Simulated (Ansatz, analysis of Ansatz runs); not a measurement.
**Na2WO4 (Fd-3m): a line between two O sites for an added hole**

Aim: the energy barrier that a trapped hole meets when it moves from one O atom to another one nearby in Na2WO4 (Fd-3m). The model is a cell of 56 host atoms.

Calculated with Ansatz 0.2.0; plane-wave PAW DFT, PBEsol+U; relaxation of all atoms of a supercell at fixed charge in a uniform background; PAW set soft_1.

### 1. Set-up

The cell holds 56 atoms: 16 Na, 8 W and 32 O. Its edges and angles: a = 9.109 Å, b = 9.109 Å, c = 9.109 Å, α = 90.0°, β = 90.0°, γ = 90.0°. It derives from Na2WO4 (space group Fd-3m). Nearest the centre at fractional (0.387, 0.500, 0.500): W24 at 1.03 Å, O53 at 1.46 Å, O42 at 1.46 Å, O52 at 2.53 Å, O47 at 2.53 Å, Na1 at 2.88 Å, Na14 at 2.88 Å, O29 at 2.88 Å.

Hubbard terms: O p 7.0 eV. They were chosen, not fitted, to curb self-interaction in the shells named, the trial site's among them. The two sites are O53 and O42. The cell's shortest repeat is 9.1 Å.

### 2. The cell without the carrier

The neutral cell is relaxed first, from small random displacements, so that bond lengths and moments with the carrier can be set beside those of a relaxed cell without it.

Contents of neutral.relax/input.yaml:

```yaml
crystal:
  lattice:
    - [9.10882359, 0.0, 0.0]
    - [0.0, 9.10882359, 0.0]
    - [0.0, 0.0, 9.10882359]
  atoms:
    - { symbol: Na, position: [0.125, 0.375, 0.375] }
    - { symbol: Na, position: [0.125, 0.875, 0.875] }
    - { symbol: Na, position: [0.625, 0.375, 0.875] }
    - { symbol: Na, position: [0.625, 0.875, 0.375] }
    - { symbol: Na, position: [0.375, 0.125, 0.375] }
    - { symbol: Na, position: [0.375, 0.625, 0.875] }
    - { symbol: Na, position: [0.875, 0.125, 0.875] }
    - { symbol: Na, position: [0.875, 0.625, 0.375] }
    - { symbol: Na, position: [0.375, 0.375, 0.125] }
    - { symbol: Na, position: [0.375, 0.875, 0.625] }
    - { symbol: Na, position: [0.875, 0.375, 0.625] }
    - { symbol: Na, position: [0.875, 0.875, 0.125] }
    - { symbol: Na, position: [0.125, 0.125, 0.125] }
    - { symbol: Na, position: [0.125, 0.625, 0.625] }
    - { symbol: Na, position: [0.625, 0.125, 0.625] }
    - { symbol: Na, position: [0.625, 0.625, 0.125] }
    - { symbol: W, position: [0.25, 0.25, 0.75] }
    - { symbol: W, position: [0.25, 0.75, 0.25] }
    - { symbol: W, position: [0.75, 0.25, 0.25] }
    - { symbol: W, position: [0.75, 0.75, 0.75] }
    - { symbol: W, position: [0.0, 0.0, 0.5] }
    - { symbol: W, position: [0.0, 0.5, 0.0] }
    - { symbol: W, position: [0.5, 0.0, 0.0] }
    - { symbol: W, position: [0.5, 0.5, 0.5] }
    - { symbol: O, position: [0.363276, 0.136724, 0.636724] }
    - { symbol: O, position: [0.363276, 0.636724, 0.136724] }
    - { symbol: O, position: [0.863276, 0.136724, 0.136724] }
    - { symbol: O, position: [0.863276, 0.636724, 0.636724] }
    - { symbol: O, position: [0.136724, 0.363276, 0.636724] }
    - { symbol: O, position: [0.136724, 0.863276, 0.136724] }
    - { symbol: O, position: [0.636724, 0.363276, 0.136724] }
    - { symbol: O, position: [0.636724, 0.863276, 0.636724] }
    - { symbol: O, position: [0.136724, 0.136724, 0.863276] }
    - { symbol: O, position: [0.136724, 0.636724, 0.363276] }
    - { symbol: O, position: [0.636724, 0.136724, 0.363276] }
    - { symbol: O, position: [0.636724, 0.636724, 0.863276] }
    - { symbol: O, position: [0.363276, 0.363276, 0.863276] }
    - { symbol: O, position: [0.363276, 0.863276, 0.363276] }
    - { symbol: O, position: [0.863276, 0.363276, 0.363276] }
    - { symbol: O, position: [0.863276, 0.863276, 0.863276] }
    - { symbol: O, position: [0.386724, 0.113276, 0.113276] }
    - { symbol: O, position: [0.386724, 0.613276, 0.613276] }
    - { symbol: O, position: [0.886724, 0.113276, 0.613276] }
    - { symbol: O, position: [0.886724, 0.613276, 0.113276] }
    - { symbol: O, position: [0.113276, 0.386724, 0.113276] }
    - { symbol: O, position: [0.113276, 0.886724, 0.613276] }
    - { symbol: O, position: [0.613276, 0.386724, 0.613276] }
    - { symbol: O, position: [0.613276, 0.886724, 0.113276] }
    - { symbol: O, position: [0.113276, 0.113276, 0.386724] }
    - { symbol: O, position: [0.113276, 0.613276, 0.886724] }
    - { symbol: O, position: [0.613276, 0.113276, 0.886724] }
    - { symbol: O, position: [0.613276, 0.613276, 0.386724] }
    - { symbol: O, position: [0.386724, 0.386724, 0.386724] }
    - { symbol: O, position: [0.386724, 0.886724, 0.886724] }
    - { symbol: O, position: [0.886724, 0.386724, 0.886724] }
    - { symbol: O, position: [0.886724, 0.886724, 0.386724] }
basis:
  ecutwfc: 420
  xc_grid: 2
hamiltonian:
  xc: pbesol
  hubbard:
    sites: [{ species: O, l: p, u_eff: 7.0 }]
    projectors: ortho-atomic
  pseudopotentials: { kind: paw, azcp: { folder: soft_1 }, xc_functional: pbe }
kpoints:
  mp_grid: { grid: [1, 1, 1] }
scf:
  occupations: { method: fermi_dirac, width: 0.01 }
  max_iter: 120
  lower_state_search: "off"
output:
  forces: true
relax:
  f_tol: 0.02
  max_steps: 70
  random_displacement: { amplitude: 0.04, seed: 5858 }
checkpoint:
  write: "../neutral.relax.run"
  compress: false
  write_wavefunctions: true
  write_every: 100000
```

Launch:

```sh
$ ansatz run input.yaml --threads 8 --pin off --max-ram 18841MiB --backend cpu --events-out ev --progress --plain --runs-dir out
```

Numbers of over 12 decimals in the logs are rounded to 6 here.

The program printed:

```text
[... repeated set-up lines and file paths are left out, and long positions are rounded to six places ...]
Engine: ansatz 0.2.0, aarch64-unknown-linux-gnu
Pseudopotentials: kind: paw
Pseudopotential: Na, paw, valence charge 9, recommended cutoff 420 eV (normal), soft_1/Na.paw.azcp
Pseudopotential: W, paw, valence charge 14, recommended cutoff 420 eV (normal), soft_1/W.paw.azcp
Pseudopotential: O, paw, valence charge 6, recommended cutoff 420 eV (normal), soft_1/O.paw.azcp
Functional definition: PBEsol
  exchange = pbesol_x
  correlation = pbesol_c
Crystal: 56 atoms, lattice volume = 755.765 Å³
Basis set: ecut = 420 eV, 14771 PW (Γ), exchange–correlation on 128×128×128 points (8 copies of the dense FFT grid, shifted against one another)
Bands: 280, of which v1, the nominal top of the filled ones, is band 224 counted from 1 (223 counted from 0)
Symmetry: 1 space group operations
k-points: 1
Non-local potential: Na, projectors of the file, l = 0: 3, l = 1: 2, l = 2: 1
Non-local potential: W, projectors of the file, l = 0: 3, l = 1: 2, l = 2: 2, l = 3: 1
Non-local potential: O, projectors of the file, l = 0: 2, l = 1: 2, l = 2: 1
PAW form: soft (Blöchl's): semilocal exchange-correlation on the pseudo side does not see the compensation charge
PAW frozen core: Na, regenerated for the run's functional, and the local potential with it (the file was generated under x = pbe(κ = 0.804, μ = 0.219515), c = pbe(β = 0.066725))
PAW frozen core: W, regenerated for the run's functional, and the local potential with it (the file was generated under x = pbe(κ = 0.804, μ = 0.219515), c = pbe(β = 0.066725))
[...]
atom  17  W      0.00369033     0.00601375     0.00186276
  [... 6 atoms left out ...]
  atom  24  W     -0.00681311     0.00659197     0.00478621
  [... 4 atoms left out ...]
  atom  29  O     -0.00314453    -0.00040177    -0.00063360
  [... 4 atoms left out ...]
  atom  34  O     -0.00117730    -0.00072545     0.00046387
  [... 7 atoms left out ...]
  atom  42  O      0.00128886    -0.00408537    -0.00169133
  [... 4 atoms left out ...]
  atom  47  O     -0.00097848    -0.00096109     0.00042680
  [... 4 atoms left out ...]
  atom  52  O      0.00173815    -0.00110386     0.00040279
  atom  53  O      0.00209285     0.00045419     0.00070263
[...]
max |Σ_I F_I| component: 7.79e-5 eV/Å
--- Band table (eV) ---
  k-point 0: bands = ["-70.2474", "-70.2376", "-70.2370", "-70.2367", [... 272 left out ...] "14.1660", "14.1665", "14.2653", "14.4395"]
Occupation matrices written to <dir>
--- Relaxed structure (4 steps of the walk, 4 accepted, 0 SCFs on fresh bases) ---
  F+E_penalty+E_count = -123567.90356035 eV   max|allowed force component| = 8.538e-3 eV/Å
  atoms:
    - { symbol: Na, position: [0.125459, 0.375184, 0.374926] }
    - { symbol: Na, position: [0.125120, 0.875200, 0.874743] }
[...]
- { symbol: Na, position: [0.125342, 0.625106, 0.625055] }
[...]
- { symbol: W, position: [0.250438, 0.250154, 0.749945] }
[...]
- { symbol: W, position: [0.500348, 0.500195, 0.499838] }
[...]
- { symbol: O, position: [0.137915, 0.362741, 0.637363] }
[...]
- { symbol: O, position: [0.137671, 0.637705, 0.362548] }
    [... 7 atoms left out ...]
    - { symbol: O, position: [0.387808, 0.612779, 0.612438] }
    [... 4 atoms left out ...]
    - { symbol: O, position: [0.612926, 0.387629, 0.612397] }
    [... 4 atoms left out ...]
    - { symbol: O, position: [0.612868, 0.612795, 0.387266] }
    - { symbol: O, position: [0.387712, 0.387659, 0.387286] }
    [... 3 atoms left out ...]
[key lines of the parts left out:]
SCF converged after 5 iterations
Free energy (F): -123567.903560 eV
Fermi energy:    5.221824 eV
```

Elapsed: 9.9 s, on 8 threads of Arm Neoverse V2, shared host; peak memory 1 GiB.

The largest displacement from an ideal site is 0.013 Å.

### 3. The hole on the first site

The nearest neighbour or neighbours of the site start displaced and the site's starting moment is changed by the carrier's spin, since a carrier doesn't trap itself in the undistorted lattice.

Contents of A.relax/input.yaml:

```yaml
crystal:
  lattice:
    - [9.10882359, 0.0, 0.0]
    - [0.0, 9.10882359, 0.0]
    - [0.0, 0.0, 9.10882359]
  atoms:
    - { symbol: Na, position: [0.125459, 0.375184, 0.374926] }
    - { symbol: Na, position: [0.12512, 0.8752, 0.874743] }
    - { symbol: Na, position: [0.625252, 0.375236, 0.874939] }
    - { symbol: Na, position: [0.625282, 0.875337, 0.374894] }
    - { symbol: Na, position: [0.375339, 0.125373, 0.374925] }
    - { symbol: Na, position: [0.375182, 0.625392, 0.874995] }
    - { symbol: Na, position: [0.875174, 0.125236, 0.874906] }
    - { symbol: Na, position: [0.87541, 0.625236, 0.374953] }
    - { symbol: Na, position: [0.375192, 0.375422, 0.124819] }
    - { symbol: Na, position: [0.375289, 0.875059, 0.624752] }
    - { symbol: Na, position: [0.875268, 0.375073, 0.624891] }
    - { symbol: Na, position: [0.875315, 0.875585, 0.125185] }
    - { symbol: Na, position: [0.125217, 0.125311, 0.124867] }
    - { symbol: Na, position: [0.125342, 0.625106, 0.625055] }
    - { symbol: Na, position: [0.625156, 0.125086, 0.625087] }
    - { symbol: Na, position: [0.625436, 0.62519, 0.124876] }
    - { symbol: W, position: [0.250438, 0.250154, 0.749945] }
    - { symbol: W, position: [0.250129, 0.750322, 0.249927] }
    - { symbol: W, position: [0.750334, 0.250324, 0.249988] }
    - { symbol: W, position: [0.750185, 0.750149, 0.750056] }
    - { symbol: W, position: [0.000314, 0.000167, 0.500163] }
    - { symbol: W, position: [0.000158, 0.500342, -5.3e-05] }
    - { symbol: W, position: [0.500159, 0.000243, 6.5e-05] }
    - { symbol: W, position: [0.512973, 0.51282, 0.512463] }
    - { symbol: O, position: [0.363012, 0.137534, 0.637405] }
    - { symbol: O, position: [0.362677, 0.637768, 0.13732] }
    - { symbol: O, position: [0.862854, 0.137674, 0.137429] }
    - { symbol: O, position: [0.862842, 0.637636, 0.637526] }
    - { symbol: O, position: [0.137915, 0.362741, 0.637363] }
    - { symbol: O, position: [0.137464, 0.862916, 0.137459] }
    - { symbol: O, position: [0.637732, 0.36281, 0.137384] }
    - { symbol: O, position: [0.637642, 0.862678, 0.637415] }
    - { symbol: O, position: [0.13781, 0.137721, 0.862573] }
    - { symbol: O, position: [0.137671, 0.637705, 0.362548] }
    - { symbol: O, position: [0.637781, 0.137796, 0.362605] }
    - { symbol: O, position: [0.6376, 0.63754, 0.862585] }
    - { symbol: O, position: [0.363009, 0.362763, 0.862484] }
    - { symbol: O, position: [0.362745, 0.862861, 0.362494] }
    - { symbol: O, position: [0.862969, 0.362863, 0.362531] }
    - { symbol: O, position: [0.862635, 0.86279, 0.862678] }
    - { symbol: O, position: [0.387577, 0.112918, 0.112528] }
    - { symbol: O, position: [0.387808, 0.612779, 0.612438] }
    - { symbol: O, position: [0.887748, 0.112745, 0.612738] }
    - { symbol: O, position: [0.887574, 0.612902, 0.11251] }
    - { symbol: O, position: [0.112729, 0.38777, 0.11252] }
    - { symbol: O, position: [0.112928, 0.887572, 0.612696] }
    - { symbol: O, position: [0.612926, 0.387629, 0.612397] }
    - { symbol: O, position: [0.612732, 0.88776, 0.112708] }
    - { symbol: O, position: [0.112805, 0.112752, 0.387575] }
    - { symbol: O, position: [0.112713, 0.612912, 0.887355] }
    - { symbol: O, position: [0.612794, 0.112731, 0.887486] }
    - { symbol: O, position: [0.612868, 0.612795, 0.387266] }
    - { symbol: O, position: [0.387712, 0.387659, 0.387286], spin: 1.0 }
    - { symbol: O, position: [0.387631, 0.887586, 0.887532] }
    - { symbol: O, position: [0.887684, 0.38769, 0.887372] }
    - { symbol: O, position: [0.88766, 0.887652, 0.387609] }
total_charge: 1
basis:
  ecutwfc: 420
  xc_grid: 2
hamiltonian:
  xc: pbesol
  hubbard:
    sites: [{ species: O, l: p, u_eff: 7.0 }]
    projectors: ortho-atomic
  pseudopotentials: { kind: paw, azcp: { folder: soft_1 }, xc_functional: pbe }
kpoints:
  mp_grid: { grid: [1, 1, 1] }
magnetization:
  spin_polarized: true
  initial_magnetization: 1
  spin_locking: { lock_magnetization: hard }
scf:
  occupations: { method: fermi_dirac, width: 0.01 }
  max_iter: 120
  lower_state_search: "off"
output:
  forces: true
relax:
  f_tol: 0.015
  max_steps: 70
  escape_saddle: false
checkpoint:
  write: "../A.relax.run"
  compress: false
  write_wavefunctions: true
  write_every: 100000
```

The program printed:

```text
[...]
Crystal: 56 atoms, lattice volume = 755.765 Å³
Basis set: ecut = 420 eV, 14771 PW (Γ), exchange–correlation on 128×128×128 points (8 copies of the dense FFT grid, shifted against one another)
Bands: 280, of which v1, the nominal top of the filled ones, is band 224 counted from 1 (223 counted from 0)
Symmetry: 1 space group operations
[...]
k-points: 1
[...]
Starting moments: Σ|m| = 1 μB on 1 of 56 sites
[...]
SCF iter   1: F=—  HF=-123615.698801 eV  |F-HF|=—  |Δ(HF+E_count)|=         —  Δρ=6.66e-2 (↑6.65e-2 ↓6.66e-2)  dr2=2.17e2  dr2_m=8.51e-2  M=1.000 μB ∫|m|=1.164 μB  β_m=0.30  ethr=3.10e-3  ⟨swp⟩=6.0  Hψ=1932  notcnv=0
[...]
spin=Collinear: Kerker preconditioning applied to the charge; magnetization (m = ρ↑ − ρ↓) channel mixes plain (no charge-response kernel on spin).
SCF iter   2: F=—  HF=-123598.538603 eV  |F-HF|=—  |Δ(HF+E_count)|=    1.72e1  Δρ=4.36e-2 (↑4.30e-2 ↓4.36e-2)  dr2=1.18e2  dr2_m=1.29e-1  M=1.000 μB ∫|m|=1.178 μB  β_m=0.57  ethr=3.10e-3  ⟨swp⟩=3.0  Hψ=1023  notcnv=0  defer=98
[...]
SCF iter  12: F=-123570.946911 eV  HF=-123570.946912 eV  |F-HF|=2.75e-7  |Δ(HF+E_count)|=   2.39e-6  Δρ=8.77e-6 (↑8.77e-6 ↓7.54e-6)  dr2=9.17e-7  dr2_m=1.79e-7  M=1.000 μB ∫|m|=1.219 μB  ethr=2.85e-10  ⟨swp⟩=1.0  Hψ=1493  notcnv=0
SCF 1 converged in 12 iterations: F = -123570.946911 eV  dr2 = 9.17e-7
[...]
relax step   1: F+E_penalty+E_count = -123570.94691146 eV  Δ(F+E_penalty+E_count) = +0.000e0 eV  max|allowed force component| = 1.652e0 eV/Å  Δτ_max = 0.0000 Å  (12 SCF iters, dr2 threshold 5.63e-6 eV, accepted)
[...]
relax step   2: F+E_penalty+E_count = -123571.37159241 eV  Δ(F+E_penalty+E_count) = -4.247e-1 eV  max|allowed force component| = 7.235e-1 eV/Å  Δτ_max = 0.1276 Å  (7 SCF iters, dr2 threshold 1.00e-4 eV, accepted)
relax step   3: F+E_penalty+E_count = -123571.44571217 eV  Δ(F+E_penalty+E_count) = -7.412e-2 eV  max|allowed force component| = 1.794e-1 eV/Å  Δτ_max = 0.0258 Å  (5 SCF iters, dr2 threshold 3.27e-5 eV, accepted)
relax step   4: F+E_penalty+E_count = -123571.46300949 eV  Δ(F+E_penalty+E_count) = -1.730e-2 eV  max|allowed force component| = 5.656e-2 eV/Å  Δτ_max = 0.0336 Å  (13 SCF iters, dr2 threshold 2.01e-6 eV, accepted)
relax step   5: F+E_penalty+E_count = -123571.46434861 eV  Δ(F+E_penalty+E_count) = -1.339e-3 eV  max|allowed force component| = 1.877e-2 eV/Å  Δτ_max = 0.0106 Å  (23 SCF iters, accepted)
SCF iter   1: F=—  HF=-123571.462939 eV  |F-HF|=—  |Δ(HF+E_count)|=         —  Δρ=2.97e-4 (↑1.98e-4 ↓2.97e-4)  dr2=7.53e-4  dr2_m=9.47e-5  M=1.000 μB ∫|m|=1.216 μB  β_m=0.30  ethr=2.09e-6  ⟨swp⟩=4.0  Hψ=1131  notcnv=0  defer=104
[...]
SCF iter  20: F=-123571.464577 eV  HF=-123571.464577 eV  |F-HF|=3.23e-9  |Δ(HF+E_count)|=   5.11e-8  Δρ=1.20e-6 (↑5.89e-7 ↓1.20e-6)  dr2=1.48e-8  dr2_m=1.92e-9  M=1.000 μB ∫|m|=1.216 μB  ethr=5.22e-12  ⟨swp⟩=1.0  Hψ=1470  notcnv=0
SCF 6 converged in 20 iterations: F = -123571.464577 eV  dr2 = 1.48e-8
relax step   6: F+E_penalty+E_count = -123571.46457693 eV  Δ(F+E_penalty+E_count) = -2.283e-4 eV  max|allowed force component| = 1.036e-2 eV/Å  Δτ_max = 0.0048 Å  (20 SCF iters, accepted)
NSCF: frozen V_eff on 1 k-points
[...]
SCF converged after 20 iterations
Stability checked in part: among states of this total moment the steps that led to this state did not find it unstable. No probe was made; neither looks for a lower state of another moment (fixed_total_moment; see scf.lower_state_search)
Magnetization: 1.0000 μB (224.0000 up, 223.0000 down)
Absolute magnetization: 1.2165 μB (∫|ρ↑−ρ↓|, with the PAW one-centre terms)
[...]
Per-site moments (μB) at R_I (Å): [(0.000863223, 0.943066), (2.4432160143675236e-7, 0.984430), (2.0557667386641268e-5, 0.974932), [... 53 left out ...]
Free energy (F): -123571.464577 eV
[...]
Internal energy: -123571.464577 eV  (E = F + TS)
E sigma→0 (E₀):  -123571.464577 eV
Fermi energy:    3.759185 (↑ 4.715239, ↓ 3.756628) eV
[...]
--- Forces (eV/Å), atoms counted from 1 ---
  atom   1  Na     0.00090898    -0.00242695     0.00325180
  atom   2  Na     0.00034410    -0.00063207    -0.00048707
  [... 11 atoms left out ...]
  atom  14  Na     0.00104764    -0.00184912    -0.00062750
  [... 2 atoms left out ...]
  atom  17  W     -0.00225635     0.00406385    -0.00293210
  [... 6 atoms left out ...]
  atom  24  W      0.00308515    -0.00148141    -0.00035556
  [... 4 atoms left out ...]
  atom  29  O     -0.00209874    -0.00151305     0.00358068
  [... 4 atoms left out ...]
  atom  34  O      0.00173070    -0.00700528     0.00350520
  [... 7 atoms left out ...]
  atom  42  O     -0.00406229     0.00139417    -0.00146498
  [... 4 atoms left out ...]
  atom  47  O     -0.00004695    -0.00316501    -0.00169046
  [... 4 atoms left out ...]
  atom  52  O      0.00321617     0.00471250    -0.00260640
  atom  53  O      0.00021999     0.00155950     0.00077622
  [... 3 atoms left out ...]
  max |Σ_I F_I| component: 1.50e-4 eV/Å
--- Band table (eV) ---
[...]
Occupation matrices written to <dir>
--- Relaxed structure (6 steps of the walk, 6 accepted, 0 SCFs on fresh bases) ---
  F+E_penalty+E_count = -123571.46457693 eV   max|allowed force component| = 1.036e-2 eV/Å
  atoms:
    - { symbol: Na, position: [0.106222, 0.369633, 0.367841] }
    - { symbol: Na, position: [0.125186, 0.875809, 0.875249] }
    [... 11 atoms left out ...]
    - { symbol: Na, position: [0.120311, 0.627693, 0.626923] }
    [... 2 atoms left out ...]
    - { symbol: W, position: [0.252959, 0.252226, 0.744446] }
    [... 6 atoms left out ...]
    - { symbol: W, position: [0.510388, 0.505752, 0.506511] }
    [... 4 atoms left out ...]
    - { symbol: O, position: [0.145608, 0.366070, 0.627257] }
    [... 4 atoms left out ...]
    - { symbol: O, position: [0.143598, 0.629291, 0.365508] }
    [... 7 atoms left out ...]
    - { symbol: O, position: [0.394450, 0.613316, 0.613932] }
    [... 4 atoms left out ...]
    - { symbol: O, position: [0.619550, 0.394309, 0.616939] }
    [... 4 atoms left out ...]
    - { symbol: O, position: [0.618832, 0.615764, 0.393981] }
    - { symbol: O, position: [0.386512, 0.382624, 0.383477] }
    [... 3 atoms left out ...]
```

Run time: 46 s. Hardware: 8 threads; peak memory 1.5 GiB.

The steps of the relaxation:

| step | energy less that of the first step (eV) | largest force component (eV/Å) |
| --- | --- | --- |
| 1 | 0.0000 | 1.6517 |
| 2 | -0.4247 | 0.7235 |
| 3 | -0.4988 | 0.1794 |
| 4 | -0.5161 | 0.0566 |
| 5 | -0.5174 | 0.0188 |
| 6 | -0.5177 | 0.0104 |

The atoms that moved most (Å):

| atom | dx | dy | dz | length |
| --- | --- | --- | --- | --- |
| Na1 | -0.175 | -0.051 | -0.065 | 0.193 |
| Na9 | -0.064 | -0.030 | -0.156 | 0.171 |
| Na5 | -0.051 | -0.149 | -0.028 | 0.160 |
| O31 | -0.089 | 0.039 | 0.074 | 0.122 |
| O29 | 0.070 | 0.030 | -0.092 | 0.120 |
| O34 | 0.054 | -0.077 | 0.027 | 0.098 |
| O35 | -0.068 | 0.051 | 0.044 | 0.096 |
| O47 | 0.060 | 0.061 | 0.041 | 0.095 |

The moves above count from the input, in which the site's nearest neighbours were already displaced; the distances below compare with the cell without the carrier.

Distances from O53 without and with the hole:

| atom | without (Å) | with (Å) |
| --- | --- | --- |
| W24 | 1.78 | 1.95 |
| Na1 | 2.39 | 2.56 |
| Na5 | 2.39 | 2.50 |
| Na9 | 2.40 | 2.52 |

The largest changes of the moments are 0.78 μB on O53, 0.07 μB on O42 and -0.03 μB on W24. The largest part sits on the chosen site.

[end of part 1 of 3]

[Logs are printed without paths, hosts, clocks, repeated set-up lines and the standing remarks that a program may print on its own settings, such as how far it seeks lower states.]

[Hosts, paths, dates, database ids (printed as entryN), source tags and the programs' standing remarks are cut or masked in the printed files.]
